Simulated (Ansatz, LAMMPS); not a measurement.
# Amorphous 93SiO2-7P2O5 (mol %) (92 atoms), relaxed: mesh and functional compared

Which bonds does the relaxation leave, and how do the Kohn-Sham gap, forces and pressure change with k-mesh and functional?

Calculated with Ansatz 0.2.0: Kohn-Sham DFT, PBE, PAW (set soft_2), plane waves; cutoff 420 eV, Γ point, fermi-dirac smearing of 0.025 eV.

**The cell**

Density at the start: 2.23 g/cm³. The cell holds 92 atoms: 26 Si, 4 P and 62 O. Cell: a = 11.121 Å, b = 11.121 Å, c = 11.121 Å, α = 90.0°, β = 90.0°, γ = 90.0°. 92 atoms (26 Si, 4 P, 62 O) placed at random at 2.23 g/cm³, melted at 5000 K for 10 ps at fixed volume with the Morse and Coulomb pair potential with partial charges (Pedone, Malavasi, Menziani, Cormack and Segre, J. Phys. Chem. B 110, 11780 (2006)). Quenched from 5000 K to 300 K at 50 K/ps and fixed volume, held 5 ps, then minimised at fixed cell.

Cell and atoms were relaxed with PBE. The walk converged after 26 steps by the program's count, with a largest force component of 0.0218 eV/Å; it began at an r.m.s. force component of 0.83 eV/Å. The edges went from 11.121, 11.121, 11.121 to 11.036, 11.141, 11.049 Å, and the volume from 14.951 to 14.737 Å³ an atom (-1.4 %).

The input of the reference single point:

```yaml
crystal:
  lattice:
    - [11.03547, -0.11517, 0.06333]
    - [-0.11517, 11.1361, -0.32605]
    - [0.06333, -0.32605, 11.04383]
  atoms:
    - { symbol: Si, position: [0.87412, 0.78907, 0.35034] }
    - { symbol: Si, position: [0.78536, 0.22922, 0.57678] }
    - { symbol: Si, position: [0.16723, 0.41119, 0.84381] }
    - { symbol: Si, position: [0.45102, 0.8224, 0.94961] }
    [... 86 atom lines left out ...]
    - { symbol: O, position: [0.16264, 0.78548, 0.77052] }
    - { symbol: O, position: [0.18955, 0.83903, 0.23121] }
kpoints:
  mp_grid: { grid: [1, 1, 1] }
hamiltonian:
  xc: pbe
scf:
  occupations: { method: fermi_dirac, width: 0.025 }
output:
  forces: true
  stress: true
  populations: true
  dos:
    method: { smearing: { sigma: 0.08 } }
    de: 0.05
    projected: { site_lists: { O: [O], P: [P], Si: [Si] } }
  eigenvalues: true
  write_density: true
  write_potential: true
  volumetric_format: npy
```

**Bonds after relaxation**

Bonds by pair of elements; cutoffs follow the first minimum of g(r), held within bounds set by covalent radii, and pairs that aren't listed don't count as bonded:

```
pair A-B  cutoff (Å)  bonds  mean length (Å)  spread (Å)  shortest (Å)  B about A  A about B
    O-Si        2.12    105             1.64       0.032          1.55       1.69       4.04
     O-P        2.02     16             1.55       0.042          1.47      0.258          4
```

How many atoms have how many bonded neighbours:

```
element  mean  1   2   4  5
      O  1.95  3  59   0  0
      P     4  0   0   4  0
     Si  4.04  0   0  25  1
```

**Levels of theory**

Single points at the relaxed geometry:

| functional | k-mesh | Kohn-Sham gap (eV) | pressure (GPa) | r.m.s. force component (eV/Å) | SCF cycles | time |
| --- | --- | --- | --- | --- | --- | --- |
| PBE | 1×1×1 | 3.555 | -0.01 | 0.005 | 9 | 21 s |
| PBE | 2×2×2 | 3.561 | -0.01 | 0.006 | 9 | 3.2 min |
| HSE06 | 1×1×1 | 5.228 | -4.87 | 0.215 | 15 | 4.6 min |
| r2SCAN | 1×1×1 | 4.175 | -4.70 | 0.170 | 10 | 55 s |
| PBEsol | 1×1×1 | 3.552 | -2.41 | 0.064 | 10 | 21 s |

The gap is that between the highest filled and lowest empty Kohn-Sham level on the run's k-points. Cutoffs: 420 eV for PBE, HSE06 and PBEsol; 500 eV for r2SCAN. Times come from shared hosts and are rough.

**Findings**

By these cutoffs 95 % of O atoms have 2, 100 % of P atoms have 4 and 96 % of Si atoms have 4 neighbours. The Kohn-Sham gap is 3.55 eV with PBE on the 1×1×1 mesh and 3.56 eV on 2×2×2. On the 1×1×1 mesh HSE06 changes the gap by +1.67 eV against PBE. Carrying that shift over to the 2×2×2 mesh gives 3.56 + 1.67 = 5.23 eV, an estimate that takes the shift to be alike at all k-points. On the reference's mesh the gap changes with r2SCAN by +0.62 eV and PBEsol by under 0.01 eV. Against the reference the pressure changes with HSE06 by -4.9 GPa, r2SCAN by -4.7 GPa and PBEsol by -2.4 GPa; a negative change means a smaller volume than PBE would take. The denser mesh moves the energy by -0.3 meV/atom and the pressure by +0.00 GPa.

Limits: All single points share the geometry relaxed with PBE. One sample; tail or defect levels can set the gap of a disordered cell. The quench rate of 50 K/ps is many orders above laboratory rates, so the cell is likely richer in defects and strain than a real sample. The network of bonds at the start is that of the classical potential that made the cell, and needn't be the one that DFT or experiment would give. In some runs the program notes that the exchange-correlation potential is rough where the density is thin, it cut back its work space to fit the memory limit, the exchange threshold is loose for the stress and the SCF threshold is loose for the stress.

[Logs are printed without paths, hosts, clocks, repeated set-up lines and the standing remarks that a program may print on its own settings, such as how far it seeks lower states.]

[Hosts, paths, dates, database ids (printed as entryN), source tags and the programs' standing remarks are cut or masked in the printed files.]
